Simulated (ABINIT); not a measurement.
# BaZrSe3 (P1): G0W0 in ABINIT against the bands in the self-energy, part 2 of 2

Aim: move the bands in the self-energy of a G0W0 run on BaZrSe3 (P1) over a wide range.

ABINIT 10.8.3; PBEsol and many-body steps on it, plane waves. Known limits of the many-body steps: not at the basis limit; exchange with frozen shells missing; no spin-orbit coupling; coarse k mesh.

So far. Step 2 (Screening, 2×2×2 mesh, 276 bands, screening to 176.9 eV): Local fields lower ε∞ by 21 %. On a Γ-centred mesh this coarse the value itself is usually too large, while a short band sum pulls it down.

### Step 5. 96 bands

Level of this step: G0W0 on PBEsol, plane waves, norm-conserving pseudopotentials (ABINIT).

The self-energy is evaluated for the states that the input lists, and the levels follow from it, in one-shot runs by the linearised quasiparticle equation.

File run.abi:

```
acell 3*1.0 Angstrom
rprim 
  5.287383000000 -0.000000000000 -0.000000000000
  0.003576000000 5.296392000000 -0.000000000000
  0.007950000000 0.010054000000 5.309462000000
ntypat 3
znucl 56 40 34
natom 5
typat 1 2 3 3 3
xred 
  0.998643000000 0.998478000000 0.998673000000
  0.476578000000 0.490069000000 0.476727000000
  0.488317000000 0.998506000000 0.502693000000
  0.983845000000 0.511636000000 0.518540000000
  0.492614000000 0.501310000000 0.993370000000
pp_dirpath "pseudos"
pseudos "Ba.upf, Zr.upf, Se.upf"
ecut 39
ngkpt 2 2 2
nshiftk 1
shiftk 0 0 0
kptopt 1
chksymbreak 0
istwfk *1
occopt 1
irdwfk 1
optdriver 4
nband 96
gwcalctyp 0
ecutsigx 39
symsigma 1
nkptgw 2
kptgw 
  0.5000000000 0.5000000000 0.5000000000
  0.0000000000 0.0000000000 0.0000000000
bdgw 
  34 37
  34 37
ecuteps 6.5
irdscr 1
ppmodel 1
indata_prefix "in"
outdata_prefix "out"
tmpdata_prefix "tmp"
```

On the command line:

```
> OMP_NUM_THREADS=1 mpirun -n 8 abinit run.abi > log
```

The program printed:

```text
.Version 10.8.3 of ABINIT. v10.8.2 released Aug 2026.

 Symmetries : space group P1 (#  1); Bravais aP (primitive triclinic)
[... echo of the input left out ...]
== DATASET  1 ==================================================================
-   mpi_nproc: 8, omp_nthreads: 1 (-1 if OMP is not activated)

--- !DatasetInfo
iteration_state: {dtset: 1, }
dimensions: {natom: 5, nkpt: 8, mband: 96, nsppol: 1, nspinor: 1, nspden: 1, mpw: 11685, }
cutoff_energies: {ecut:  39.0, pawecutdg:  -1.0, }
[...]
Band     E0 <VxcDFT>   SigX SigC(E0)      Z dSigC/dE  Sig(E)    E-E0       E
[...]
36   5.166 -12.570  -7.747  -3.467   0.788  -0.268 -11.501   1.069   6.235
       37   5.296 -12.656  -8.190  -3.235   0.789  -0.267 -11.684   0.972   6.268

== END DATASET(S) ==============================================================
================================================================================

 -outvars: echo values of variables after computation  --------
           etotal      0.0000000000E+00
            nband          96
             nkpt           8
          spgroup           1
 [... the other variables as echoed above ...]

 Calculation completed.
```

Run time: 22 s. Hardware: 8 MPI ranks of Arm Neoverse V2, shared host; peak memory 4.1 GiB; 3 min of CPU time.

Numbers from this step:

| Property | Result |
| --- | --- |
| G0W0 gap on the points computed | 1.570 eV |
| starting gap on the mesh | 0.1573 eV |
| k of the valence top | 0.5, 0.5, 0.5 |
| k of the conduction bottom | 0, 0, 0 |
| least direct G0W0 gap on the computed points | 2.044 eV |

The gap on the mesh goes from 0.16 eV to 1.57 eV, a correction of +1.41 eV.

### Step 6. 176 bands

Edit run.abi of step 5 so:

```diff
@@ -27,3 +27,3 @@
 optdriver 4
-nband 96
+nband 176
 gwcalctyp 0
```

The program printed:

```text
.Version 10.8.3 of ABINIT. v10.8.2 released Aug 2026.

 Symmetries : space group P1 (#  1); Bravais aP (primitive triclinic)
[... echo of the input left out ...]
== DATASET  1 ==================================================================
-   mpi_nproc: 8, omp_nthreads: 1 (-1 if OMP is not activated)

--- !DatasetInfo
iteration_state: {dtset: 1, }
dimensions: {natom: 5, nkpt: 8, mband: 176, nsppol: 1, nspinor: 1, nspden: 1, mpw: 11685, }
cutoff_energies: {ecut:  39.0, pawecutdg:  -1.0, }
[...]
Band     E0 <VxcDFT>   SigX SigC(E0)      Z dSigC/dE  Sig(E)    E-E0       E
[...]
36   5.166 -12.570  -7.747  -3.950   0.783  -0.276 -11.886   0.684   5.850
       37   5.296 -12.656  -8.190  -3.716   0.784  -0.275 -12.068   0.588   5.884

== END DATASET(S) ==============================================================
================================================================================

 -outvars: echo values of variables after computation  --------
           etotal      0.0000000000E+00
            nband         176
             nkpt           8
          spgroup           1
 [... the other variables as echoed above ...]

 Calculation completed.
```

Elapsed: 37 s, on 8 MPI ranks; peak memory 4.8 GiB; 4.9 min of CPU time.

Numbers from this step:

```
G0W0 gap on the points computed              : 1.579 eV
starting gap on the mesh                     : 0.1573 eV
k of the valence top                         : 0.5, 0.5, 0.5
k of the conduction bottom                   : 0, 0, 0
least direct G0W0 gap on the computed points : 2.060 eV
```

Against the run before, the gap moves by +0.009 eV.

### Step 7. 276 bands

Edit run.abi of step 6 so:

```diff
@@ -27,3 +27,3 @@
 optdriver 4
-nband 176
+nband 276
 gwcalctyp 0
```

The program printed:

```text
.Version 10.8.3 of ABINIT. v10.8.2 released Aug 2026.

 Symmetries : space group P1 (#  1); Bravais aP (primitive triclinic)
[... echo of the input left out ...]
== DATASET  1 ==================================================================
-   mpi_nproc: 8, omp_nthreads: 1 (-1 if OMP is not activated)

--- !DatasetInfo
iteration_state: {dtset: 1, }
dimensions: {natom: 5, nkpt: 8, mband: 276, nsppol: 1, nspinor: 1, nspden: 1, mpw: 11685, }
cutoff_energies: {ecut:  39.0, pawecutdg:  -1.0, }
[...]
Band     E0 <VxcDFT>   SigX SigC(E0)      Z dSigC/dE  Sig(E)    E-E0       E
[...]
36   5.166 -12.570  -7.747  -4.132   0.782  -0.278 -12.029   0.541   5.706
       37   5.296 -12.656  -8.190  -3.898   0.783  -0.277 -12.212   0.445   5.740

== END DATASET(S) ==============================================================
================================================================================

 -outvars: echo values of variables after computation  --------
           etotal      0.0000000000E+00
            nband         276
             nkpt           8
          spgroup           1
 [... the other variables as echoed above ...]

 Calculation completed.
```

It took 56 s on 8 MPI ranks; peak memory 5.7 GiB.

Numbers from this step:

| Property | Result |
| --- | --- |
| G0W0 gap on the points computed | 1.576 eV |
| starting gap on the mesh | 0.1573 eV |
| k of the valence top | 0.5, 0.5, 0.5 |
| k of the conduction bottom | 0, 0, 0 |
| least direct G0W0 gap on the computed points | 2.064 eV |

Against the run before, the gap moves by −0.003 eV.

### Step 8. Side by side

Times are wall times on 8 MPI ranks of Arm Neoverse V2, shared host, good to a factor of about two. A run's time includes the screening step that it read.

```csv
run,mesh,bands,screening cutoff (eV),DFT gap (eV),gap on the mesh (eV),direct (eV),ε∞ used,time
43 bands,2×2×2,43,176.9,0.157,1.443,1.892,24.47,3.4 min
56 bands,2×2×2,56,176.9,0.157,1.384,1.900,24.47,3.4 min
96 bands,2×2×2,96,176.9,0.157,1.570,2.044,24.47,3.5 min
176 bands,2×2×2,176,176.9,0.157,1.579,2.060,24.47,3.8 min
276 bands,2×2×2,276,176.9,0.157,1.576,2.064,24.47,4.1 min
```

### Step 9. What came out

| Quantity | Value |
| --- | --- |
| 43 bands | 1.443 eV |
| 56 bands | 1.384 eV |
| 96 bands | 1.570 eV |
| 176 bands | 1.579 eV |
| 276 bands | 1.576 eV |
| known limits | not at the basis limit; exchange with frozen shells missing; no spin-orbit coupling; coarse k mesh |

The setting moved: bands in the self-energy. From 43 bands to 276 bands the gap moves by +0.13 eV, not steadily: it passes through 1.38 eV. It holds to 0.03 eV from 96 bands on. Bands and screening cutoff are coupled, so a series along one setting does not show full convergence. Bands and cutoff are finite, so the gap is not at the basis limit. The miss can reach some tenths of an eV and take either sign; the mesh is an error of its own. In the first G0W0 run levels were corrected at 2 k points alone, so a gap called «on the mesh» is the least over those, and an edge elsewhere would be missed. The 2×2×2 mesh is coarse for this cell, which bears on the long-range parts of exchange and screening. The norm-conserving file of at least one element keeps a d shell over frozen s and p shells of the same row. Exchange with those shells is missing from the self-energy, an error of 0.3 to 0.9 eV in cases checked, whose sign depends on which edge lies on those atoms. The many-body steps are scalar-relativistic: spin-orbit coupling is not in them.

[Paths, hosts, dates, memory and timing lines, banners, echoed tables and standing remarks are left out of the program output.]

[Logs are printed without paths, hosts, clocks, repeated set-up lines and the standing remarks that a program may print on its own settings, such as how far it seeks lower states.]

[Runs of the session that timed out or met a known fault of the program may be left out.]

[No measured gap is set beside runs whose start may be inverted or whose files or cutoffs have a known fault.]

[Hosts, paths, dates, database ids (printed as entryN), source tags and the programs' standing remarks are cut or masked in the printed files.]

[G0W0 gaps are taken among the corrected bands and points alone; a level outside them can change the order at an edge.]

[Where Ansatz stands beside ABINIT at settings called matched, ABINIT's density can come from a denser mesh and the files from another edition; pairs whose starting gaps differed by over 0.03 eV were left out, so agreement reads better than it is.]
